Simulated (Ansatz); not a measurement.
# Sr on Pd(111): change of the work function, part 2 of 2

How does one ordered layer of Sr (hcp site) change the work function of Pd(111), and what dipole does each adsorbate carry?

Ansatz 0.2.0; plane-wave DFT, LDA, Ansatz PAW (the session's first sound run).

So far, work function, upper face (eV): step 2 (the clean slab, LDA) 5.63; step 3 (the covered slab, LDA) 2.21; step 5 (another level of theory, cutoff 420 eV, functional revpbe) 1.99; step 6 (another level of theory, cutoff 500 eV, functional r2SCAN) 2.07.

### 7. Another level of theory, cutoff 1110 eV, functional PBE

This step: plane-wave DFT, PBE, JTH PAW (Ansatz 0.2.0).

The geometry is kept and the functional is PBE; other changes against the main runs: JTH PAW files and cutoff 420 → 1110.

Input file input.yaml:

```yaml
crystal:
  lattice:
    - [5.5012907577, 0.0, 0.0]
    - [2.7506453788, 4.7642575498, 0.0]
    - [0.0, 0.0, 27.7280326967]
  atoms:
    - { symbol: Pd, position: [0.0, 0.0, 0.3245812676] }
    - { symbol: Pd, position: [0.1666666667, 0.1666666667, 0.4055784509] }
    - { symbol: Pd, position: [0.3333333333, 0.3333333333, 0.4843315997] }
    - { symbol: Pd, position: [0.0, 0.0, 0.5677161399] }
    - { symbol: Pd, position: [0.0, 0.5, 0.3245812676] }
    - { symbol: Pd, position: [0.1666666667, 0.6666666667, 0.4055784509] }
    - { symbol: Pd, position: [0.3299280564, 0.8350359718, 0.4843893308] }
    - { symbol: Pd, position: [-0.0071828359, 0.5035914179, 0.5632468695] }
    - { symbol: Pd, position: [0.5, 0.0, 0.3245812676] }
    - { symbol: Pd, position: [0.6666666667, 0.1666666667, 0.4055784509] }
    - { symbol: Pd, position: [0.8350359718, 0.3299280564, 0.4843893308] }
    - { symbol: Pd, position: [0.5035914179, -0.0071828359, 0.5632468695] }
    - { symbol: Pd, position: [0.5, 0.5, 0.3245812676] }
    - { symbol: Pd, position: [0.6666666667, 0.6666666667, 0.4055784509] }
    - { symbol: Pd, position: [0.8350359718, 0.8350359718, 0.4843893308] }
    - { symbol: Pd, position: [0.5035914179, 0.5035914179, 0.5632468695] }
    - { symbol: Sr, position: [0.3333333333, 0.3333333333, 0.6432319327] }
kpoints:
  mp_grid: { grid: [6, 6, 1] }
hamiltonian:
  xc: pbe
  pseudopotentials: { kind: paw, source: jth }
scf:
  occupations: { method: fermi_dirac, width: 0.1 }
  convergence: { dr2_threshold: 1.0e-08 }
efield:
  axis: 3
  dipole_correction: true
  ramp_position: 0.97
  ramp_width: 0.06
output:
  write_potential: true
  write_density: true
  volumetric_format: npy
```

On the command line:

```
> ansatz run input.yaml --threads 4 --pin off --max-ram 6144MiB --backend cpu --events-out ev --progress --plain --runs-dir out
```

Run time: 5.3 min. Hardware: 4 threads of Arm Neoverse V1, shared host; peak memory 5.6 GiB.

The work function comes to 2.10 eV, -0.12 eV from the first level.

### 8. Side by side

Times are for 4 threads of Arm Neoverse V1, shared host. The series side by side:

```csv
no.,functional,"work function, upper face (eV)",dipole along the normal (e·Å),time,memory (GiB)
1,revpbe,1.988,0.4436,50 s,2.9
2,r2scan,2.074,0.4566,2.3 min,4.7
3,pbe,2.097,0.4512,5.3 min,5.6
```

### 9. Varying the input

This step: plane-wave DFT, LDA, Ansatz PAW (Ansatz 0.2.0).

A run with a changed input: it repeats the earlier run at 0.25 ML with efield.dipole_correction from true to false and efield.amplitude to 0.1; its output block differs too.

Input file input.yaml:

```yaml
crystal:
  lattice:
    - [5.5012907577, 0.0, 0.0]
    - [2.7506453788, 4.7642575497, 0.0]
    - [0.0, 0.0, 27.7280326967]
  atoms:
    - { symbol: Pd, position: [0.0, 0.0, 0.3245812676] }
    - { symbol: Pd, position: [0.1666666667, 0.1666666667, 0.4055784509] }
    - { symbol: Pd, position: [0.3333333333, 0.3333333333, 0.4838054269] }
    - { symbol: Pd, position: [0.0, 0.0, 0.5626510985] }
    - { symbol: Pd, position: [0.0, 0.5, 0.3245812676] }
    - { symbol: Pd, position: [0.1666666667, 0.6666666667, 0.4055784509] }
    - { symbol: Pd, position: [0.3333333333, 0.8333333333, 0.4838054269] }
    - { symbol: Pd, position: [0.0, 0.5, 0.5626510985] }
    - { symbol: Pd, position: [0.5, 0.0, 0.3245812676] }
    - { symbol: Pd, position: [0.6666666667, 0.1666666667, 0.4055784509] }
    - { symbol: Pd, position: [0.8333333333, 0.3333333333, 0.4838054269] }
    - { symbol: Pd, position: [0.5, 0.0, 0.5626510985] }
    - { symbol: Pd, position: [0.5, 0.5, 0.3245812676] }
    - { symbol: Pd, position: [0.6666666667, 0.6666666667, 0.4055784509] }
    - { symbol: Pd, position: [0.8333333333, 0.8333333333, 0.4838054269] }
    - { symbol: Pd, position: [0.5, 0.5, 0.5626510985] }
    - { symbol: Sr, position: [0.3333333333, 0.3333333333, 0.6754187324] }
kpoints:
  mp_grid: { grid: [6, 6, 1] }
hamiltonian:
  xc: lda
scf:
  occupations: { method: fermi_dirac, width: 0.1 }
  convergence: { dr2_threshold: 1.0e-08 }
efield:
  axis: 3
  dipole_correction: false
  ramp_position: 0.97
  ramp_width: 0.06
  amplitude: 0.1
relax:
  f_tol: 0.02
  max_steps: 60
  constraints: [{ sites: [0, 1, 4, 5, 8, 9, 12, 13] }]
output:
  bader: true
  dos: { projected: true, e_range: [-8, 4] }
  write_potential: true
  write_density: true
  volumetric_format: npy
```

Wall time 5.1 min (4 threads); peak memory 3 GiB.

```csv
quantity,this run,earlier run,difference
dipole along the normal (e·Å),1.261,0.4950,0.77
```

The applied field differs between the two, so the dipoles differ in any case.

With the dipole correction off, the periodic images add a field of their own to the typed one.

These numbers are not those of the isolated slab.

### 10. Varying the input: efield.amplitude = 0.1

System of this step: Pd(111). The cell holds 4 atoms: 4 Pd. Its edges and angles: a = 2.751 Å, b = 2.751 Å, c = 24.738 Å, α = 90.0°, β = 90.0°, γ = 60.0°. Vacuum lies along c.

Another changed input: it repeats the earlier run at 0 ML with efield.amplitude to 0.1.

Input file input.yaml:

```yaml
crystal:
  lattice:
    - [2.7506453788, 0.0, 0.0]
    - [1.3753226894, 2.3821287749, 0.0]
    - [0.0, 0.0, 24.7376776414]
  atoms:
    - { symbol: Pd, position: [0.0, 0.0, 0.3638174986] }
    - { symbol: Pd, position: [0.3333333333, 0.3333333333, 0.4546058329] }
    - { symbol: Pd, position: [0.6666666667, 0.6666666667, 0.5453941671] }
    - { symbol: Pd, position: [0.0, 0.0, 0.6361825014] }
kpoints:
  mp_grid: { grid: [12, 12, 1] }
hamiltonian:
  xc: lda
scf:
  occupations: { method: fermi_dirac, width: 0.1 }
  convergence: { dr2_threshold: 1.0e-08 }
efield:
  axis: 3
  dipole_correction: true
  ramp_position: 0.97
  ramp_width: 0.06
  amplitude: 0.1
relax:
  f_tol: 0.02
  max_steps: 60
  constraints: [{ sites: [0, 1] }]
output:
  write_potential: true
  write_density: true
  volumetric_format: npy
```

Run time: 14 s. Hardware: 4 threads; peak memory 0.49 GiB; 52 s of CPU time.

Relaxation path:

```csv
step,energy less that of the first step (eV),largest force component (eV/Å)
1,0.0000,0.3288
2,-0.0198,0.1959
3,-0.0256,0.0090
```

The run keeps the 6 symmetry operations that the program found, so distortions that break them were not tested.

The atoms that moved most (Å):

```
atom     dx     dy      dz  length
 Pd4  0.000  0.000  -0.137   0.137
 Pd3  0.000  0.000  -0.077   0.077
```

Final coordinates:

```xyz
4
Lattice="2.7506 0.0000 0.0000 1.3753 2.3821 0.0000 0.0000 0.0000 24.7377" Properties=species:S:1:pos:R:3
Pd    0.0000    0.0000    9.0000
Pd    1.3753    0.7940   11.2459
Pd    2.7506    1.5881   13.4150
Pd    0.0000    0.0000   15.6011
```

Read from the output:

- energy at zero smearing: -27376.7496 eV
- dipole along the normal: 0.03576 e·Å

| quantity | this run | earlier run | difference |
| --- | --- | --- | --- |
| dipole along the normal (e·Å) | 0.03576 | 7.55e-4 | 0.035 |

The applied field differs between the two, so the dipoles differ in any case.

### 11. Results

```yaml
work_function_of_the_clean_face: 5.63 eV
work_function_at_0p25_ml: 2.21 eV
dipole_per_adsorbate_at_0p25_ml_positive_end_outwards: 2.36 D
```

**Reading.** Sr lowers the work function of Pd(111) at the lowest coverage, by 3.42 eV: the adsorbate layer has its positive end outwards. One coverage alone was completed, so no trend follows. The slab has 4 layers, at the tabulated experimental lattice constant, one starting site was run, and quantum-size effects of a slab this thin can reach one or two tenths of an eV.

[Long decimals in the printed logs are rounded to 6 places.]

[Logs are printed without paths, hosts, clocks, repeated set-up lines and the standing remarks that a program may print on its own settings, such as how far it seeks lower states.]

[Hosts, paths, dates, database ids (printed as entryN), source tags and the programs' standing remarks are cut or masked in the printed files.]

[Maps of the electrostatic potential energy from Ansatz leave out the sawtooth potential of an applied field or a dipole correction, so their vacuum need not be flat; planar profiles and work functions include it.]
